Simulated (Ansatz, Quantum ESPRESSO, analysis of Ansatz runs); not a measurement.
# Migration in Li2CdCl4 (Imma): V_Cd hop (3.8 Å), charge −2, part 2 of 3

How high is the barrier when Cd changes place in Li2CdCl4 (Imma)? The case: V_Cd hop (3.8 Å), charge −2, in a cell of 56 host atoms with 1 Cd taken out.

Ansatz 0.2.0; plane-wave PAW DFT, PBEsol; nudged elastic band between two relaxed defect structures at fixed charge in a uniform background.

So far: Starting point; Relaxation of the start point, charge −2; Relaxation of the end point, charge −2.

## (4) Nudged elastic band, charge −2

5 movable images are laid between the ends on a pair-potential path, which keeps atoms from colliding in the first guess. Each image feels the true force across the path and a spring force along it. The highest image is set to climb to the top of the path.

This step: plane-wave PAW DFT, PBEsol; nudged elastic band between two relaxed defect structures at fixed charge in a uniform background.

The input, qm2.neb/input.yaml:

```yaml
crystal:
  lattice:
    - [0.0, 7.62069338, 10.46883164]
    - [7.38023042, 0.0, 10.46883164]
    - [7.38023042, 7.62069338, 0.0]
  atoms:
    - { symbol: Li, position: [0.19341699, 0.45180402, 0.04849783] }
    - { symbol: Li, position: [0.43846201, 0.69776791, 0.3048577] }
    - { symbol: Li, position: [0.69698774, 0.94557566, 0.55453511] }
    - { symbol: Li, position: [0.94099307, 0.19545574, 0.80244566] }
    - { symbol: Li, position: [0.13755675, 0.62827058, 0.63616249] }
    - { symbol: Li, position: [0.36263966, 0.8720989, 0.86383574] }
    - { symbol: Li, position: [0.62594585, 0.12672953, 0.12174366] }
    - { symbol: Li, position: [0.87414779, 0.37361484, 0.37822003] }
    - { symbol: Li, position: [0.12590005, 0.12198509, 0.12649709] }
    - { symbol: Li, position: [0.37419313, 0.37863521, 0.37319574] }
    - { symbol: Li, position: [0.59835946, 0.6360804, 0.62793036] }
    - { symbol: Li, position: [0.901521, 0.86438711, 0.87200059] }
    - { symbol: Li, position: [0.06158457, 0.80274425, 0.19483634] }
    - { symbol: Li, position: [0.30659992, 0.04862539, 0.45143626] }
    - { symbol: Li, position: [0.55922765, 0.30484438, 0.69727542] }
    - { symbol: Li, position: [0.80319737, 0.55484663, 0.94514438] }
    - { symbol: Cd, position: [0.01404613, -0.01003657, 0.51003477] }
    - { symbol: Cd, position: [0.25008976, 0.25018891, 0.74979534] }
    - { symbol: Cd, position: [0.48602993, 0.51041395, -0.01022704] }
    - { symbol: Cd, position: [0.74996012, 0.7502361, 0.24995635] }
    - { symbol: Cd, position: [-0.00144349, 0.50174415, 0.50132273] }
    - { symbol: Cd, position: [0.5014527, -0.00116614, -0.00154355] }
    - { symbol: Cd, position: [0.75010627, 0.25020389, 0.24982604] }
    - { symbol: Cl, position: [0.13230274, 0.12298139, 0.88171626] }
    - { symbol: Cl, position: [0.38531647, 0.36539072, 0.13467794] }
    - { symbol: Cl, position: [0.63687262, 0.61828881, 0.37707535] }
    - { symbol: Cl, position: [0.8856979, 0.86916547, 0.63101143] }
    - { symbol: Cl, position: [0.24780867, 0.74791202, 0.4942898] }
    - { symbol: Cl, position: [0.49687518, 1.00143555, 0.75271583] }
    - { symbol: Cl, position: [0.74257313, 0.25322571, 0.00602658] }
    - { symbol: Cl, position: [0.99627813, 0.49950879, 0.25411542] }
    - { symbol: Cl, position: [0.11210997, 0.63207429, 0.86840128] }
    - { symbol: Cl, position: [0.36763239, 0.88949564, 0.11177372] }
    - { symbol: Cl, position: [0.61708153, 0.13622945, 0.36399287] }
    - { symbol: Cl, position: [0.86878453, 0.38837583, 0.61062626] }
    - { symbol: Cl, position: [0.24959743, 0.24640234, 0.00018849] }
    - { symbol: Cl, position: [0.50156931, 0.49438757, 0.24632943] }
    - { symbol: Cl, position: [0.75068804, 0.74772658, 0.49827527] }
    - { symbol: Cl, position: [0.98906477, 1.00667186, 0.75189116] }
    - { symbol: Cl, position: [-0.00140529, 0.00602969, 0.25340945] }
    - { symbol: Cl, position: [0.25046994, 0.25412549, 0.49946925] }
    - { symbol: Cl, position: [0.51102326, 0.49365713, 0.74793322] }
    - { symbol: Cl, position: [0.74926086, 0.75274027, 1.00164948] }
    - { symbol: Cl, position: [0.13244511, 0.61100841, 0.38788459] }
    - { symbol: Cl, position: [0.38789506, 0.86843984, 0.6315817] }
    - { symbol: Cl, position: [0.63134174, 0.1120542, 0.88923274] }
    - { symbol: Cl, position: [0.88305278, 0.36424508, 0.13577167] }
    - { symbol: Cl, position: [0.00331518, 0.49905386, 0.74698523] }
    - { symbol: Cl, position: [0.25234263, 0.75250338, 1.00551963] }
    - { symbol: Cl, position: [0.50365579, 0.00097844, 0.24575136] }
    - { symbol: Cl, position: [0.75755917, 0.24718357, 0.49371014] }
    - { symbol: Cl, position: [0.11478815, 0.13498063, 0.3651518] }
    - { symbol: Cl, position: [0.36784084, 0.37746463, 0.61802381] }
    - { symbol: Cl, position: [0.61443221, 0.63119828, 0.86878757] }
    - { symbol: Cl, position: [0.86308844, 0.88216193, 0.12281256] }
total_charge: -2
basis:
  ecutwfc: 420
  xc_grid: 2
hamiltonian:
  xc: pbesol
kpoints:
  mp_grid: { grid: [1, 1, 1], shift: [0.25, 0.25, 0.25] }
scf:
  occupations: { method: fixed }
  max_iter: 150
output:
  forces: true
neb:
  images: 5
  f_tol: 0.04
  climbing: true
  initial_path: idpp
  max_iterations: 45
  order_check: false
  final_atoms:
    - { symbol: Li, position: [0.19395408, 0.44876169, 0.05144086] }
    - { symbol: Li, position: [0.44417012, 0.69219768, 0.31007572] }
[... 1 atom line left out ...]
    - { symbol: Li, position: [0.94634308, 0.1900003, 0.8080445] }
    - { symbol: Li, position: [0.11248063, 0.65341871, 0.61129817] }
[... 6 atom lines left out ...]
    - { symbol: Li, position: [0.87692699, 0.88909313, 0.84675214] }
[... 1 atom line left out ...]
    - { symbol: Li, position: [0.29831783, 0.0577389, 0.44230868] }
[... 2 atom lines left out ...]
    - { symbol: Cd, position: [0.23891409, -0.23469132, 0.73499797] }
[... 9 atom lines left out ...]
    - { symbol: Cl, position: [0.88054712, 0.86413132, 0.63614415] }
    - { symbol: Cl, position: [0.25544698, 0.74006748, 0.50160089] }
[... 3 atom lines left out ...]
    - { symbol: Cl, position: [0.11744972, 0.63750937, 0.86267191] }
[... 6 atom lines left out ...]
    - { symbol: Cl, position: [0.99673429, 0.99895298, 0.75943829] }
[... 5 atom lines left out ...]
    - { symbol: Cl, position: [0.38405339, 0.86593881, 0.6341943] }
[... 6 atom lines left out ...]
    - { symbol: Cl, position: [0.11803706, 0.1378943, 0.36189779] }
[... 2 atom lines left out ...]
    - { symbol: Cl, position: [0.86015064, 0.88316702, 0.11793937] }
```

Started as:

```console
> ansatz run input.yaml --threads 16 --pin off --max-ram 26378MiB --backend cpu --events-out ev --progress --plain --runs-dir out
```

Numbers of over 12 decimals in the logs are rounded to 6 here.

What it wrote:

```text
[...]
Warning: neb: disabling space-group detection — the band's intermediate images generally break the endpoint symmetry, so the full k-mesh is solved, and no spatial operation symmetrises the density, except that a semilocal band can use its path's symmetry [...]
[...]
parallel-image band execution: 5 concurrent image workers
NEB image 0
Crystal: 55 atoms, lattice volume = 1177.586 Å³
Basis set: ecut = 420 eV, 23051 PW (Γ), exchange–correlation on 180×180×144 points (8 copies of the dense FFT grid, shifted against one another)
Bands: 262, of which v1, the nominal top of the filled ones, is band 207 counted from 1 (206 counted from 0)
Symmetry: 1 space group operations
k-points: 1
[...]
SCF iter   1: F=—  HF=-94557.600992 eV  |F-HF|=—  |Δ(HF+E_count)|=         —  Δρ=1.54e-2  dr2=3.41e0  ethr=1.77e-3  ⟨swp⟩=5.0  Hψ=752  notcnv=0  defer=53
[...]
SCF iter   9: F=-94556.429597 eV  HF=-94556.429597 eV  |F-HF|=9.55e-9  |Δ(HF+E_count)|=   2.51e-7  Δρ=1.31e-6  dr2=2.60e-8  ethr=2.42e-11  ⟨swp⟩=4.0  Hψ=810  notcnv=0
SCF 1 converged in 9 iterations: F = -94556.429597 eV  dr2 = 2.60e-8
[...]
NSCF: frozen V_eff on 1 k-points
NEB image 6
SCF iter   1: F=—  HF=-94557.601051 eV  |F-HF|=—  |Δ(HF+E_count)|=         —  Δρ=1.54e-2  dr2=3.41e0  ethr=1.77e-3  ⟨swp⟩=5.0  Hψ=753  notcnv=0  defer=53
[...]
SCF iter   9: F=-94556.429743 eV  HF=-94556.429743 eV  |F-HF|=6.23e-9  |Δ(HF+E_count)|=   2.22e-7  Δρ=1.38e-6  dr2=2.61e-8  ethr=2.42e-11  ⟨swp⟩=4.0  Hψ=810  notcnv=0
SCF 2 converged in 9 iterations: F = -94556.429743 eV  dr2 = 2.61e-8
[...]
NEB end point (image 0): max|allowed force component| = 3.615e-3 eV/Å (the criterion of neb.relax_end_points is 1.000e-2)
NEB end point (image 6): max|allowed force component| = 1.327e-2 eV/Å (the criterion of neb.relax_end_points is 1.000e-2)
NEB image 1
SCF iter   1: F=—  HF=-94557.157706 eV  |F-HF|=—  |Δ(HF+E_count)|=         —  Δρ=1.54e-2  dr2=3.38e0  ethr=1.77e-3  ⟨swp⟩=5.0  Hψ=753  notcnv=0  defer=53
[...]
SCF iter   9: F=-94555.995014 eV  HF=-94555.995014 eV  |F-HF|=1.16e-8  |Δ(HF+E_count)|=   2.64e-7  Δρ=1.37e-6  dr2=2.82e-8  ethr=2.42e-11  ⟨swp⟩=4.0  Hψ=811  notcnv=0
SCF 3 converged in 9 iterations: F = -94555.995014 eV  dr2 = 2.82e-8
NEB image 2
SCF iter   1: F=—  HF=-94556.529664 eV  |F-HF|=—  |Δ(HF+E_count)|=         —  Δρ=1.54e-2  dr2=3.37e0  ethr=1.77e-3  ⟨swp⟩=5.0  Hψ=754  notcnv=0  defer=53
[...]
SCF iter   9: F=-94555.374021 eV  HF=-94555.374021 eV  |F-HF|=1.32e-8  |Δ(HF+E_count)|=   4.20e-7  Δρ=1.39e-6  dr2=3.18e-8  ethr=2.42e-11  ⟨swp⟩=4.0  Hψ=804  notcnv=0
SCF 4 converged in 9 iterations: F = -94555.374021 eV  dr2 = 3.18e-8
NEB image 3
SCF iter   1: F=—  HF=-94556.298948 eV  |F-HF|=—  |Δ(HF+E_count)|=         —  Δρ=1.56e-2  dr2=3.42e0  ethr=1.77e-3  ⟨swp⟩=5.0  Hψ=803  notcnv=0  defer=48
[...]
SCF iter   9: F=-94555.134171 eV  HF=-94555.134171 eV  |F-HF|=1.91e-8  |Δ(HF+E_count)|=   3.82e-7  Δρ=1.29e-6  dr2=2.84e-8  ethr=2.42e-11  ⟨swp⟩=4.0  Hψ=804  notcnv=0
SCF 5 converged in 9 iterations: F = -94555.134171 eV  dr2 = 2.84e-8
NEB image 4
SCF iter   1: F=—  HF=-94556.529887 eV  |F-HF|=—  |Δ(HF+E_count)|=         —  Δρ=1.54e-2  dr2=3.37e0  ethr=1.77e-3  ⟨swp⟩=5.0  Hψ=754  notcnv=0  defer=53
[...]
SCF iter   9: F=-94555.374359 eV  HF=-94555.374359 eV  |F-HF|=1.33e-8  |Δ(HF+E_count)|=   4.20e-7  Δρ=1.39e-6  dr2=3.18e-8  ethr=2.42e-11  ⟨swp⟩=4.0  Hψ=805  notcnv=0
SCF 6 converged in 9 iterations: F = -94555.374359 eV  dr2 = 3.18e-8
NEB image 5
SCF iter   1: F=—  HF=-94557.158717 eV  |F-HF|=—  |Δ(HF+E_count)|=         —  Δρ=1.54e-2  dr2=3.38e0  ethr=1.77e-3  ⟨swp⟩=5.0  Hψ=753  notcnv=0  defer=53
[...]
SCF iter   9: F=-94555.996236 eV  HF=-94555.996235 eV  |F-HF|=1.69e-8  |Δ(HF+E_count)|=   4.62e-7  Δρ=1.41e-6  dr2=3.34e-8  ethr=2.42e-11  ⟨swp⟩=4.0  Hψ=804  notcnv=0
SCF 7 converged in 9 iterations: F = -94555.996236 eV  dr2 = 3.34e-8
NEB iter   1: max|band force component| = 1.381e0 eV/Å  barrier→ = 1.2954 eV  barrier← = 1.2956 eV  Δτ_max = 0.1997 Å  (63 SCF iters)
NEB image 1
[...]
iter 1 solved again at ethr=1.93e-4 eV; its pass at ethr=3.10e-3 eV (dr2=7.99e-1 eV) is discarded
[...]
SCF iter   8: F=-94556.221711 eV  HF=-94556.221711 eV  |F-HF|=1.55e-8  |Δ(HF+E_count)|=   2.82e-7  Δρ=1.43e-6  dr2=3.19e-8  ethr=2.42e-11  ⟨swp⟩=4.0  Hψ=786  notcnv=0
SCF 8 converged in 8 iterations: F = -94556.221711 eV  dr2 = 3.19e-8
NEB image 2
[...]
SCF iter   8: F=-94555.877197 eV  HF=-94555.877197 eV  |F-HF|=1.73e-8  |Δ(HF+E_count)|=   2.86e-7  Δρ=1.55e-6  dr2=3.70e-8  ethr=2.42e-11  ⟨swp⟩=4.0  Hψ=811  notcnv=0
SCF 9 converged in 8 iterations: F = -94555.877197 eV  dr2 = 3.70e-8
NEB image 3
[...]
SCF iter   8: F=-94555.682373 eV  HF=-94555.682373 eV  |F-HF|=7.42e-9  |Δ(HF+E_count)|=   2.01e-7  Δρ=1.32e-6  dr2=2.60e-8  ethr=2.42e-11  ⟨swp⟩=4.0  Hψ=806  notcnv=0
SCF 10 converged in 8 iterations: F = -94555.682373 eV  dr2 = 2.60e-8
NEB image 4
[...]
SCF iter   8: F=-94555.875366 eV  HF=-94555.875366 eV  |F-HF|=1.70e-8  |Δ(HF+E_count)|=   2.80e-7  Δρ=1.54e-6  dr2=3.64e-8  ethr=2.42e-11  ⟨swp⟩=4.0  Hψ=811  notcnv=0
SCF 11 converged in 8 iterations: F = -94555.875366 eV  dr2 = 3.64e-8
NEB image 5
[...]
SCF iter   8: F=-94556.222172 eV  HF=-94556.222172 eV  |F-HF|=1.55e-8  |Δ(HF+E_count)|=   2.76e-7  Δρ=1.42e-6  dr2=3.16e-8  ethr=2.42e-11  ⟨swp⟩=4.0  Hψ=782  notcnv=0
SCF 12 converged in 8 iterations: F = -94556.222172 eV  dr2 = 3.16e-8
NEB iter   2: max|band force component| = 4.580e-1 eV/Å  barrier→ = 0.7472 eV  barrier← = 0.7474 eV  CI = image 3  Δτ_max = 0.2000 Å  (40 SCF iters)
NEB image 1
[...]
SCF iter   7: F=-94556.249211 eV  HF=-94556.249211 eV  |F-HF|=4.48e-8  |Δ(HF+E_count)|=   2.44e-7  Δρ=1.54e-6  dr2=3.94e-8  ethr=2.42e-11  ⟨swp⟩=2.0  Hψ=890  notcnv=0
SCF 13 converged in 7 iterations: F = -94556.249211 eV  dr2 = 3.94e-8
NEB image 2
[...]
SCF iter   8: F=-94555.885158 eV  HF=-94555.885158 eV  |F-HF|=1.50e-8  |Δ(HF+E_count)|=   2.30e-7  Δρ=1.21e-6  dr2=2.44e-8  ethr=2.42e-11  ⟨swp⟩=4.0  Hψ=763  notcnv=0
SCF 14 converged in 8 iterations: F = -94555.885158 eV  dr2 = 2.44e-8
NEB image 3
[...]
SCF iter   8: F=-94555.894216 eV  HF=-94555.894216 eV  |F-HF|=1.09e-8  |Δ(HF+E_count)|=   2.00e-7  Δρ=1.22e-6  dr2=2.47e-8  ethr=2.42e-11  ⟨swp⟩=4.0  Hψ=764  notcnv=0
[...]
NEB iter  10: max|band force component| = 5.021e-2 eV/Å  barrier→ = 0.3970 eV  barrier← = 0.3971 eV  CI = image 2  Δτ_max = 0.0197 Å  (32 SCF iters)
NEB image 1
[...]
SCF iter   5: F=-94556.243496 eV  HF=-94556.243496 eV  |F-HF|=1.31e-9  |Δ(HF+E_count)|=   6.39e-9  Δρ=1.77e-6  dr2=5.88e-8  ethr=2.42e-11  ⟨swp⟩=4.0  Hψ=797  notcnv=0
SCF 53 converged in 5 iterations: F = -94556.243496 eV  dr2 = 5.88e-8
NEB image 2
[...]
SCF iter   6: F=-94556.033046 eV  HF=-94556.033046 eV  |F-HF|=2.04e-8  |Δ(HF+E_count)|=   6.74e-8  Δρ=1.87e-6  dr2=3.34e-8  ethr=2.42e-11  ⟨swp⟩=4.0  Hψ=798  notcnv=0
SCF 54 converged in 6 iterations: F = -94556.033046 eV  dr2 = 3.34e-8
NEB image 3
[...]
SCF iter   6: F=-94556.101473 eV  HF=-94556.101473 eV  |F-HF|=1.19e-8  |Δ(HF+E_count)|=   7.06e-8  Δρ=1.57e-6  dr2=2.45e-8  ethr=2.42e-11  ⟨swp⟩=4.0  Hψ=714  notcnv=0
SCF 55 converged in 6 iterations: F = -94556.101473 eV  dr2 = 2.45e-8
NEB image 4
[...]
SCF iter   6: F=-94556.035871 eV  HF=-94556.035871 eV  |F-HF|=9.90e-9  |Δ(HF+E_count)|=   6.11e-8  Δρ=1.52e-6  dr2=2.21e-8  ethr=2.42e-11  ⟨swp⟩=4.0  Hψ=695  notcnv=0
SCF 56 converged in 6 iterations: F = -94556.035871 eV  dr2 = 2.21e-8
NEB image 5
[...]
SCF iter   5: F=-94556.231458 eV  HF=-94556.231458 eV  |F-HF|=1.73e-8  |Δ(HF+E_count)|=   7.57e-8  Δρ=1.50e-6  dr2=3.24e-8  ethr=2.42e-11  ⟨swp⟩=4.0  Hψ=770  notcnv=0
SCF 57 converged in 5 iterations: F = -94556.231458 eV  dr2 = 3.24e-8
NEB image 1
[...]
NEB image 3
[...]
NEB image 4
[...]
NEB image 5
[...]
NEB image 2
[...]
the band table was solved once a step of the walk had ended and its energy, with any forces and stress, was formed, with the checks that follow a solve (1209 applications of the Hamiltonian). They found nothing against the state; [...]
NEB iter  11: max|band force component| = 1.303e-2 eV/Å  barrier→ = 0.3966 eV  barrier← = 0.3967 eV  CI = image 2  Δτ_max = 0.0000 Å  (28 SCF iters)
SCF converged after 6 iterations
Free energy (F): -94556.033046 eV
[...]
Internal energy: -94556.033046 eV  (E = F + TS)
E sigma→0 (E₀):  -94556.033046 eV
Fermi energy:    2.483975 eV
[...]
--- Forces (eV/Å), atoms counted from 1 ---
  atom   1  Li     0.00007913     0.00619650     0.00014946
  atom   2  Li    -0.00166086    -0.00259099    -0.00185789
  [... 2 atoms left out ...]
  atom   5  Li     0.00186448    -0.00690438     0.00227656
  [... 6 atoms left out ...]
  atom  12  Li    -0.00179347    -0.00694451     0.00284177
  [... 1 atom left out ...]
  atom  14  Li     0.00012040     0.00640309     0.00227428
  [... 2 atoms left out ...]
  atom  17  Cd     0.00004039     0.00935069    -0.00113688
  [... 9 atoms left out ...]
  atom  27  Cl     0.00004005     0.00052596    -0.00882991
  atom  28  Cl     0.00769193    -0.00700592    -0.00057102
  [... 3 atoms left out ...]
  atom  32  Cl    -0.00015814    -0.00042066     0.00304066
  [... 6 atoms left out ...]
  atom  39  Cl    -0.00780462    -0.00666173    -0.00103366
  [... 5 atoms left out ...]
  atom  45  Cl    -0.00007140     0.00489892     0.00002462
  [... 6 atoms left out ...]
  atom  52  Cl    -0.00006112     0.00059752    -0.00068493
  [... 3 atoms left out ...]
  max |Σ_I F_I| component: 2.15e-5 eV/Å
--- Band table (eV) ---
[...]
this run last wrote the band of iteration 11 to <dir>
--- NEB band (7 images, 11 band iterations, 414 SCF iterations) ---
  forward barrier  = 0.396551 eV
  backward barrier = 0.396698 eV
  climbing image's point = of an order that was not read
  energies are F+E_penalty+E_count in eV, relative to image 0
  image     s (Å)  Δ vs image 0  max|band force component| (eV/Å)
      0    0.0000      0.000000                                 —
      1    0.8186      0.186101                          7.711e-3
  *   2    1.6372      0.396551                          9.916e-3
      3    2.4787      0.328124                          1.028e-2
      4    3.3203      0.393726                          1.303e-2
      5    4.1618      0.198139                          7.669e-3
      6    5.0032     -0.000146                                 —
  climbing-image geometry (image 2):
  cell:  # Å, volume = 1177.5860 Å³
    - [0.0, 7.62069338, 10.46883164]
    - [7.38023042, 0.0, 10.46883164]
    - [7.38023042, 7.62069338, 0.0]
  atoms:
    - { symbol: Li, position: [0.192827, 0.452922, 0.047273] }
    - { symbol: Li, position: [0.455288, 0.687726, 0.290149] }
    - { symbol: Li, position: [0.714247, 0.942586, 0.557544] }
    - { symbol: Li, position: [0.933066, 0.209998, 0.812598] }
    - { symbol: Li, position: [0.122687, 0.631555, 0.638742] }
    - { symbol: Li, position: [0.356644, 0.872858, 0.862587] }
    - { symbol: Li, position: [0.626213, 0.125956, 0.123244] }
    - { symbol: Li, position: [0.866687, 0.370834, 0.383549] }
    - { symbol: Li, position: [0.120967, 0.116392, 0.129200] }
    - { symbol: Li, position: [0.375238, 0.377014, 0.374159] }
    - { symbol: Li, position: [0.591859, 0.637479, 0.627195] }
    - { symbol: Li, position: [0.892855, 0.861396, 0.868773] }
    - { symbol: Li, position: [0.059284, 0.808278, 0.193846] }
    - { symbol: Li, position: [0.313725, 0.060248, 0.439853] }
    - { symbol: Li, position: [0.561447, 0.305991, 0.691853] }
    - { symbol: Li, position: [0.798726, 0.555249, 0.944754] }
    - { symbol: Cd, position: [0.115557, -0.064077, 0.564093] }
    - { symbol: Cd, position: [0.250961, 0.250839, 0.751766] }
    - { symbol: Cd, position: [0.486791, 0.507199, -0.007056] }
    - { symbol: Cd, position: [0.753414, 0.748268, 0.249342] }
    - { symbol: Cd, position: [-0.006197, 0.505591, 0.501416] }
    - { symbol: Cd, position: [0.500741, -0.001272, -0.005431] }
    - { symbol: Cd, position: [0.757084, 0.238848, 0.261246] }
    - { symbol: Cl, position: [0.135412, 0.122463, 0.878873] }
    - { symbol: Cl, position: [0.383960, 0.363350, 0.136826] }
    - { symbol: Cl, position: [0.636554, 0.621209, 0.377628] }
    - { symbol: Cl, position: [0.904412, 0.874707, 0.625542] }
    - { symbol: Cl, position: [0.273638, 0.713795, 0.486236] }
    - { symbol: Cl, position: [0.498238, 0.998498, 0.748254] }
    - { symbol: Cl, position: [0.739352, 0.255555, 0.011217] }
    - { symbol: Cl, position: [0.996522, 0.496266, 0.255387] }
    - { symbol: Cl, position: [0.114804, 0.634562, 0.865651] }
    - { symbol: Cl, position: [0.368947, 0.887832, 0.110691] }
    - { symbol: Cl, position: [0.617334, 0.132165, 0.367981] }
    - { symbol: Cl, position: [0.867413, 0.389270, 0.612248] }
    - { symbol: Cl, position: [0.247956, 0.245096, 0.003372] }
    - { symbol: Cl, position: [0.505865, 0.489232, 0.244234] }
    - { symbol: Cl, position: [0.744612, 0.752107, 0.501339] }
    - { symbol: Cl, position: [0.973149, 1.014427, 0.785871] }
    - { symbol: Cl, position: [0.002763, 0.004762, 0.244994] }
    - { symbol: Cl, position: [0.248603, 0.257552, 0.500700] }
    - { symbol: Cl, position: [0.508009, 0.494947, 0.750387] }
    - { symbol: Cl, position: [0.749079, 0.751552, 1.000051] }
    - { symbol: Cl, position: [0.128958, 0.612074, 0.387227] }
    - { symbol: Cl, position: [0.354121, 0.875297, 0.624782] }
    - { symbol: Cl, position: [0.628207, 0.112867, 0.888142] }
    - { symbol: Cl, position: [0.882887, 0.364728, 0.135230] }
    - { symbol: Cl, position: [0.000358, 0.500548, 0.748175] }
    - { symbol: Cl, position: [0.253163, 0.749955, 1.004729] }
    - { symbol: Cl, position: [0.506497, -0.000212, 0.242335] }
    - { symbol: Cl, position: [0.752105, 0.255625, 0.495046] }
    - { symbol: Cl, position: [0.120235, 0.127526, 0.372470] }
    - { symbol: Cl, position: [0.366202, 0.376814, 0.619490] }
    - { symbol: Cl, position: [0.607628, 0.638705, 0.861320] }
    - { symbol: Cl, position: [0.862267, 0.880609, 0.123316] }
```

Elapsed: 1.7 min, on 16 threads of Intel Xeon 6975P-C (Granite Rapids), shared host; peak memory 8.3 GiB; 22 min of CPU time.

The column dr2 measures how far the density is from self-consistency, as an energy; F and HF (Harris–Foulkes) agree once it is small.

The path, image by image:

```csv
image,path (Å),energy (eV),"Cd17: x, y, z (Å)"
0,0.000,0.0000,"3.690, 3.994, 0.042"
1,0.819,0.1861,"3.688, 4.518, 0.240"
2,1.637,0.3966,"3.690, 5.179, 0.539"
3,2.479,0.3281,"3.691, 5.687, 0.863"
4,3.320,0.3937,"3.691, 6.193, 0.587"
5,4.162,0.1981,"3.693, 6.874, 0.256"
6,5.003,-0.0001,"3.692, 7.422, 0.044"
```

Numbers from this step:

```yaml
free_energy: -94556.0330 eV
barrier_forward: 0.3966 eV
barrier_backward: 0.3967 eV
end_less_start: -1.46e-4 eV
hop_length: 3.428 Å
```

Track of the atom that was set to move:

```csv
image,x (Å),y (Å),z (Å),nearest neighbour,distance (Å)
0,3.69,3.994,0.042,Cl,2.526
1,3.688,4.518,0.24,Cl,2.457
2,3.69,5.179,0.539,Cl,2.393
3,3.691,5.687,0.863,Cl,2.392
4,3.691,6.193,0.587,Cl,2.392
5,3.693,6.874,0.256,Cl,2.454
6,3.692,7.422,0.044,Cl,2.526
```

The band met its tolerance of 0.04 eV/Å after 11 iterations, with image 2 on top (the start counts as 0). Cd17, which moves farthest between the ends, has 6 Cl at 2.53 to 2.74 Å nearest at the start and 3 Cl at 2.39 to 2.50 Å at the top. The path has 2 maxima, and only the highest was climbed.

(Continued in part 3 of 3.)

[Logs are printed without paths, hosts, clocks, repeated set-up lines and the standing remarks that a program may print on its own settings, such as how far it seeks lower states.]

[Hosts, paths, dates, database ids (printed as entryN), source tags and the programs' standing remarks are cut or masked in the printed files.]
